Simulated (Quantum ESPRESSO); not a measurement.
# CrBr2 with spin–orbit coupling along several axes

Which axis do the moments of CrBr2 prefer, and by how much?

Method: PBEsol; plane waves with PseudoDojo 0.4.1 SR PBEsol standard potentials, then spin–orbit coupling on the fully relativistic files of the same set, in Quantum ESPRESSO 7.5.

### Step 1. The structure

The structure is monoclinic, space group C2/m (No. 12). The conventional cell has a = 7.489 Å, b = 3.662 Å, c = 6.507 Å, α = 90.00°, β = 96.41°, γ = 90.00°. Nearest to Cr lie 6 Br at 2.55 to 3.20 Å. Nearest to Br lie 3 Cr at 2.55 to 3.20 Å. Farther neighbours and most contacts between anions are not listed.

The cell comes from Materials Project 2023-11-01, a database of computed structures, and need not be the stable phase.

### Step 2. Collinear run on scalar-relativistic files

Input file pw.in:

```
&CONTROL
  calculation = 'scf'
  prefix = 'pwscf'
  outdir = './tmp'
  pseudo_dir = './pseudo'
  disk_io = 'low'
/
&SYSTEM
  ibrav = 0
  celldm(1) = 8
  nat = 3
  ntyp = 2
  ecutwfc = 80
  nbnd = 23
  occupations = 'smearing'
  smearing = 'fd'
  degauss = 0.00367493
  nspin = 2
  starting_magnetization(1) = 0.2143
  starting_magnetization(2) = 0
/
&ELECTRONS
  conv_thr = 6d-11
  electron_maxstep = 150
  mixing_beta = 0.3
/
ATOMIC_SPECIES
Cr     51.9961 Cr.upf
Br     79.9040 Br.upf
CELL_PARAMETERS alat
   0.8845498546720   -0.4325240586408    0.0000000000000
   0.8845498546720    0.4325240586408    0.0000000000000
  -0.1716927205632    0.0000000000000    1.5273583845774
ATOMIC_POSITIONS crystal
Cr      0.0000000000    0.0000000000    0.0000000000
Br      0.6457740000    0.6457740000    0.2332280000
Br      0.3542260000    0.3542260000    0.7667720000
K_POINTS automatic
6 6 6 0 0 0
```

Command:

```sh
$ OMP_NUM_THREADS=1 mpirun -n 4 pw.x -nk 4 -in pw.in > pw.out
```

Output:

```text
Program PWSCF v.7.5 starts

     Message from routine setup:
     using ibrav=0 with symmetry is DISCOURAGED, use correct ibrav instead

     K-points division:     npool     =       4
     Subspace diagonalization in iterative solution of the eigenvalue problem:

     G-vector sticks info
     --------------------
     sticks:   dense  smooth     PW     G-vecs:    dense   smooth      PW
     Sum        1247    1247    371                57901    57901    9359

     Using Slab Decomposition

     bravais-lattice index     =            0
     lattice parameter (alat)  =       8.0000  a.u.
     unit-cell volume          =     598.3751 (a.u.)^3
     number of atoms/cell      =            3
     number of atomic types    =            2
     number of electrons       =        28.00
     number of Kohn-Sham states=           23
     kinetic-energy cutoff     =      80.0000  Ry
     charge density cutoff     =     320.0000  Ry
     scf convergence threshold =      6.0E-11
     mixing beta               =       0.3000
     number of iterations used =            8  plain     mixing
     Exchange-correlation= PBESOL
                           (   1   4  10   8   0   0   0)

     celldm(1)=   8.000000  celldm(2)=   0.000000  celldm(3)=   0.000000
     celldm(4)=   0.000000  celldm(5)=   0.000000  celldm(6)=   0.000000

     crystal axes: (cart. coord. in units of alat)
               a(1) = (   0.884550  -0.432524   0.000000 )
               a(2) = (   0.884550   0.432524   0.000000 )
               a(3) = (  -0.171693   0.000000   1.527358 )

     reciprocal axes: (cart. coord. in units 2 pi/alat)
               b(1) = (  0.565259 -1.156005  0.063542 )
               b(2) = (  0.565259  1.156005  0.063542 )
               b(3) = ( -0.000000  0.000000  0.654725 )

     PseudoPot. # 1 for Cr read from file:
     Cr.upf
     Pseudo is Norm-conserving + core correction, Zval = 14.0
     Generated using ONCVPSP code by D. R. Hamann
     Using radial grid of 1638 points,  6 beta functions with:
                l(1) =   0
                l(2) =   0
                l(3) =   1
                l(4) =   1
                l(5) =   2
                l(6) =   2

     PseudoPot. # 2 for Br read from file:
     Br.upf
     Pseudo is Norm-conserving + core correction, Zval =  7.0
     Generated using ONCVPSP code by D. R. Hamann
     Using radial grid of 1098 points,  6 beta functions with:
                l(1) =   0
                l(2) =   0
                l(3) =   1
                l(4) =   1
                l(5) =   2
                l(6) =   2

     atomic species   valence    mass     pseudopotential
     Cr               14.00    51.99610     Cr( 1.00)
     Br                7.00    79.90400     Br( 1.00)

     Starting magnetic structure
     atomic species   magnetization
     Cr              0.214
     Br              0.000

      4 Sym. Ops., with inversion, found

   Cartesian axes

     site n.     atom                  positions (alat units)
         1        Cr     tau(   1) = (   0.0000000   0.0000000   0.0000000  )
         2        Br     tau(   2) = (   1.1023950   0.0000000   0.3562227  )
         3        Br     tau(   3) = (   0.4950119   0.0000000   1.1711356  )

     number of k points=    68  Fermi-Dirac smearing, width (Ry)=  0.0037
                       cart. coord. in units 2pi/alat
        k(    1) = (   0.0000000   0.0000000   0.0000000), wk =   0.0046296
        k(    2) = (   0.0000000   0.0000000   0.1091209), wk =   0.0092593
        k(    3) = (   0.0000000   0.0000000   0.2182417), wk =   0.0092593
        k(    4) = (   0.0000000   0.0000000  -0.3273626), wk =   0.0046296
        k(    5) = (   0.0942099   0.1926675   0.0105903), wk =   0.0185185
        [... 63 further k-points ...]

     Dense  grid:    57901 G-vectors     FFT dimensions: (  45,  45,  72)

     Generating pointlists ...
     new r_m :   0.2480 (alat units)  1.9839 (a.u.) for type    1
     new r_m :   0.2480 (alat units)  1.9839 (a.u.) for type    2

     Initial potential from superposition of free atoms

     starting charge      27.9986, renormalised to      28.0000
     Starting wfcs are   18 randomized atomic wfcs +    5 random wfcs

     Self-consistent Calculation

     iteration #  1     ecut=    80.00 Ry     beta= 0.30
     Davidson diagonalization with overlap
     ethr =  1.00E-02,  avg # of iterations =  5.9

     Threshold (ethr) on eigenvalues was too large:
     Diagonalizing with lowered threshold

     Davidson diagonalization with overlap
     ethr =  8.67E-04,  avg # of iterations =  1.1

     total energy              =    -240.72494983 Ry
     estimated scf accuracy    <       0.24320404 Ry

     total magnetization       =     4.00 Bohr mag/cell
     absolute magnetization    =     4.04 Bohr mag/cell

     iteration #  2     ecut=    80.00 Ry     beta= 0.30
     Davidson diagonalization with overlap
     ethr =  8.69E-04,  avg # of iterations =  2.1

     total energy              =    -240.77644261 Ry
     estimated scf accuracy    <       0.05117033 Ry

     total magnetization       =     4.00 Bohr mag/cell
     absolute magnetization    =     4.15 Bohr mag/cell

     iteration #  3     ecut=    80.00 Ry     beta= 0.30
     Davidson diagonalization with overlap
     ethr =  1.83E-04,  avg # of iterations =  3.2

     total energy              =    -240.79179840 Ry
     estimated scf accuracy    <       0.01613735 Ry

     total magnetization       =     4.00 Bohr mag/cell
     absolute magnetization    =     4.14 Bohr mag/cell

     [... further iterations left out ...]

     iteration # 11     ecut=    80.00 Ry     beta= 0.30
     Davidson diagonalization with overlap
     ethr =  8.98E-11,  avg # of iterations =  2.1

     total energy              =    -240.79565626 Ry
     estimated scf accuracy    <          3.6E-09 Ry

     total magnetization       =     4.00 Bohr mag/cell
     absolute magnetization    =     4.23 Bohr mag/cell

     iteration # 12     ecut=    80.00 Ry     beta= 0.30
     Davidson diagonalization with overlap
     ethr =  1.28E-11,  avg # of iterations =  2.1

     total energy              =    -240.79565626 Ry
     estimated scf accuracy    <          3.8E-10 Ry

     total magnetization       =     4.00 Bohr mag/cell
     absolute magnetization    =     4.23 Bohr mag/cell

     iteration # 13     ecut=    80.00 Ry     beta= 0.30
     Davidson diagonalization with overlap
     ethr =  1.36E-12,  avg # of iterations =  1.8

     total energy              =    -240.79565626 Ry
     estimated scf accuracy    <          1.3E-10 Ry

     total magnetization       =     4.00 Bohr mag/cell
     absolute magnetization    =     4.23 Bohr mag/cell

     iteration # 14     ecut=    80.00 Ry     beta= 0.30
     Davidson diagonalization with overlap
     ethr =  4.67E-13,  avg # of iterations =  2.1

     Magnetic moment per site  (integrated on atomic sphere of radius R)
     atom   1 (R=0.248)  charge= 12.1002  magn=  3.5167
     atom   2 (R=0.248)  charge=  4.8348  magn= -0.0256
     atom   3 (R=0.248)  charge=  4.8348  magn= -0.0256

     End of self-consistent calculation

     Number of k-points >= 100: set verbosity='high' to print the bands.

     the Fermi energy is     4.8376 ev

!    total energy              =    -240.79565626 Ry
     estimated scf accuracy    <          3.1E-11 Ry
     smearing contrib. (-TS)   =      -0.00002968 Ry
     internal energy E=F+TS    =    -240.79562658 Ry

     The total energy is F=E-TS. E is the sum of the following terms:
     one-electron contribution =    -172.13850598 Ry
     hartree contribution      =      93.09978837 Ry
     xc contribution           =     -46.85380917 Ry
     ewald contribution        =    -114.90309980 Ry

     total magnetization       =     4.00 Bohr mag/cell
     absolute magnetization    =     4.23 Bohr mag/cell

     convergence has been achieved in  14 iterations

=------------------------------------------------------------------------------=
   JOB DONE.
=------------------------------------------------------------------------------=
```

Run time: 2.3 min. Hardware: 4 MPI ranks of Arm Neoverse V1, shared host; peak memory 0.77 GiB; 9.3 min of CPU time.

Spin moment in the atom's sphere by atom:

```tsv
atom	spin moment in the atom's sphere (μB)
Cr1	3.52
Br2	-0.03
Br3	-0.03
```

This step gave:

```
smearing term TS       : 4.04e-4 eV
magnetization          : 4 μB
absolute magnetization : 4.229 μB
final state            : ferromagnetic
```

### Step 3. One pass along [001] on 8×8×8

Each pass runs in a folder of its own that holds a copy of a collinear save from that input. The collinear spin density is turned to the axis, and its potential is diagonalised once with spin–orbit coupling on fully relativistic PseudoDojo files; the sums over occupied states, with the smearing term, are then compared.

Input file pass.in:

```
&CONTROL
  calculation = 'nscf'
  prefix = 'pwscf'
  outdir = './tmp'
  pseudo_dir = './pseudo_fr'
  disk_io = 'nowf'
/
&SYSTEM
  ibrav = 0
  celldm(1) = 8
  nat = 3
  ntyp = 2
  ecutwfc = 80
  nbnd = 42
  occupations = 'smearing'
  smearing = 'fd'
  degauss = 0.00367493
  noncolin = .true.
  lspinorb = .true.
  lforcet = .true.
  starting_magnetization(1) = 0.2143
  angle1(1) = 6.4138
  angle2(1) = 180
  starting_magnetization(2) = 0
  angle1(2) = 6.4138
  angle2(2) = 180
/
&ELECTRONS
  conv_thr = 6d-11
  electron_maxstep = 150
  mixing_beta = 0.3
  startingpot = 'file'
  startingwfc = 'random'
  diago_thr_init = 1d-09
  diago_full_acc = .true.
/
ATOMIC_SPECIES
Cr     51.9961 Cr.upf
Br     79.9040 Br.upf
CELL_PARAMETERS alat
   0.8845498546720   -0.4325240586408    0.0000000000000
   0.8845498546720    0.4325240586408    0.0000000000000
  -0.1716927205632    0.0000000000000    1.5273583845774
ATOMIC_POSITIONS crystal
Cr      0.0000000000    0.0000000000    0.0000000000
Br      0.6457740000    0.6457740000    0.2332280000
Br      0.3542260000    0.3542260000    0.7667720000
K_POINTS automatic
8 8 8 0 0 0
```

Command:

```sh
$ OMP_NUM_THREADS=1 mpirun -n 4 pw.x -nk 4 -in pass.in > pass.out
```

Output:

```text
[banner, memory and clock lines left out]
Program PWSCF v.7.5 starts

     Fixed quantization axis for GGA:    -0.111708    0.000000    0.993741
     Message from routine setup:
     using ibrav=0 with symmetry is DISCOURAGED, use correct ibrav instead

     bravais-lattice index     =            0
     lattice parameter (alat)  =       8.0000  a.u.
     unit-cell volume          =     598.3751 (a.u.)^3
     number of atoms/cell      =            3
     number of atomic types    =            2
     number of electrons       =        28.00
     number of Kohn-Sham states=           42
     kinetic-energy cutoff     =      80.0000  Ry
     charge density cutoff     =     320.0000  Ry
     Exchange-correlation= PBESOL
                           (   1   4  10   8   0   0   0)
     Noncollinear calculation with spin-orbit

     [... lines left out ...]
     PseudoPot. # 1 for Cr read from file:
     Cr.upf
     Pseudo is Norm-conserving + core correction, Zval = 14.0

     PseudoPot. # 2 for Br read from file:
     Br.upf
     Pseudo is Norm-conserving + core correction, Zval =  7.0

     atomic species   valence    mass     pseudopotential
     Cr               14.00    51.99610     Cr( 1.00)
     Br                7.00    79.90400     Br( 1.00)

      4 Sym. Ops., with inversion, found

   Cartesian axes

     site n.     atom                  positions (alat units)
         1        Cr     tau(   1) = (   0.0000000   0.0000000   0.0000000  )
         2        Br     tau(   2) = (   1.1023950   0.0000000   0.3562227  )
         3        Br     tau(   3) = (   0.4950119   0.0000000   1.1711356  )

     number of k points=   150  Fermi-Dirac smearing, width (Ry)=  0.0037

     Number of k-points >= 100: set verbosity='high' to print them.

     Dense  grid:    57901 G-vectors     FFT dimensions: (  45,  45,  72)

     Generating pointlists ...
     new r_m :   0.2480 (alat units)  1.9839 (a.u.) for type    1
     new r_m :   0.2480 (alat units)  1.9839 (a.u.) for type    2
     Message from routine read_rhog:
     some spin components not found

 -----------
Spin angles Theta, Phi (degree) =   6.4138180.0000
 -----------

     The potential is recalculated from file :
     [... lines left out ...]
     Starting wfcs are random

     Band Structure Calculation
     Davidson diagonalization with overlap

     ethr =  1.00E-09,  avg # of iterations = 56.2

     End of band structure calculation

     Number of k-points >= 100: set verbosity='high' to print the bands.

     the Fermi energy is     4.8181 ev
     (compare with:     4.8376 eV, computed in scf)
```

Elapsed: 9.2 min, on 4 MPI ranks; peak memory 0.54 GiB.

### Step 4. One pass along [100] on 8×8×8

Edit pass.in of step 3 so:

```diff
@@ -21,7 +21,7 @@
   starting_magnetization(1) = 0.2143
-  angle1(1) = 6.4138
-  angle2(1) = 180
+  angle1(1) = 90
+  angle2(1) = 0
   starting_magnetization(2) = 0
-  angle1(2) = 6.4138
-  angle2(2) = 180
+  angle1(2) = 90
+  angle2(2) = 0
 /
```

Output:

```text
     [... lines left out ...]
Program PWSCF v.7.5 starts
     [... lines left out ...]
     number of atoms/cell      =            3
     [... lines left out ...]
     number of electrons       =        28.00
     number of Kohn-Sham states=           42
     kinetic-energy cutoff     =      80.0000  Ry
     charge density cutoff     =     320.0000  Ry
     [... lines left out ...]
     Noncollinear calculation with spin-orbit
     [... lines left out ...]
      4 Sym. Ops., with inversion, found
     [... lines left out ...]
     number of k points=   150  Fermi-Dirac smearing, width (Ry)=  0.0037
     [... lines left out ...]
Spin angles Theta, Phi (degree) =  90.0000  0.0000
     [... lines left out ...]
     the Fermi energy is     4.8180 ev
     (compare with:     4.8376 eV, computed in scf)
```

The job ended after 9.1 min (4 MPI ranks; peak memory 0.54 GiB).

### Step 5. One pass along [010] on 8×8×8

Edit pass.in of step 4 so:

```diff
@@ -22,6 +22,6 @@
   angle1(1) = 90
-  angle2(1) = 0
+  angle2(1) = 90
   starting_magnetization(2) = 0
   angle1(2) = 90
-  angle2(2) = 0
+  angle2(2) = 90
 /
```

Output:

```text
     [... lines left out ...]
Program PWSCF v.7.5 starts
     [... lines left out ...]
     number of atoms/cell      =            3
     [... lines left out ...]
     number of electrons       =        28.00
     number of Kohn-Sham states=           42
     kinetic-energy cutoff     =      80.0000  Ry
     charge density cutoff     =     320.0000  Ry
     [... lines left out ...]
     Noncollinear calculation with spin-orbit
     [... lines left out ...]
      4 Sym. Ops., with inversion, found
     [... lines left out ...]
     number of k points=   150  Fermi-Dirac smearing, width (Ry)=  0.0037
     [... lines left out ...]
Spin angles Theta, Phi (degree) =  90.0000 90.0000
     [... lines left out ...]
     the Fermi energy is     4.8183 ev
     (compare with:     4.8376 eV, computed in scf)
```

Wall time 9.3 min (4 MPI ranks); peak memory 0.54 GiB; 37 min of CPU time.

### Step 6. The smearing term

The sum of energies times occupations is what pw.x prints as eband (for fewer than 100 k points). With Fermi–Dirac smearing the quantity to compare holds −TS as well, computed here from the energies and weights in the run's XML file (meV a cell, from the first axis, mesh 8×8×8):

```tsv
axis	plain sum	−TS	free energy
[001]	0.0000	0.0000	0.0000
[100]	0.0331	0.0001	0.0333
[010]	0.0891	-0.0009	0.0882
```

### Step 7. Anisotropy

A pass yields neither state nor moment: for the force theorem these columns are the collinear run's. Anisotropy, by row:

```tsv
way	mesh	axis	state	energy less the first axis' (meV a primitive cell)	largest spin moment (μB)	CPU time (s)
force theorem	8x8x8	[001]	ferromagnetic	0	3.517	2197
force theorem	8x8x8	[100]	ferromagnetic	0.03329	3.517	2191
force theorem	8x8x8	[010]	ferromagnetic	0.08818	3.517	2233
```

### Step 8. Results

- state: ferromagnetic
- largest spin moment: 3.52 μB
- easy axis of those tried: [001]
- energy along [100] less [001] (force theorem): 0.0333 meV a primitive cell, 0.060 MJ/m³

In words: On 8×8×8 the smearing term changes the differences by under a twentieth of the largest. The moments prefer [001] among the axes tried. One mesh cannot show that the size is converged. At this low symmetry the easy direction need not be one of these axes. Shape anisotropy is not included. The moments were started parallel in the primitive cell; if the crystal orders otherwise, its anisotropy is another. No Hubbard term acts here. In such compounds local and semilocal functionals without one often delocalise the d electrons, and can shrink or lose moments and miss the size, sign and order of the couplings. The cutoff lies under the 94 Ry that these files are usually run at.

[Logs and program files are shortened in this print: banners, set-up blocks, solver, clock and traceback lines can be left out without a mark of their own.]

[Logs are printed without paths, hosts, clocks, repeated set-up lines and the standing remarks that a program may print on its own settings, such as how far it seeks lower states.]

[Hosts, paths, dates, database ids (printed as entryN), source tags and the programs' standing remarks are cut or masked in the printed files.]

[Where a cell is said to come from a database of computed structures, the database is the Materials Project.]
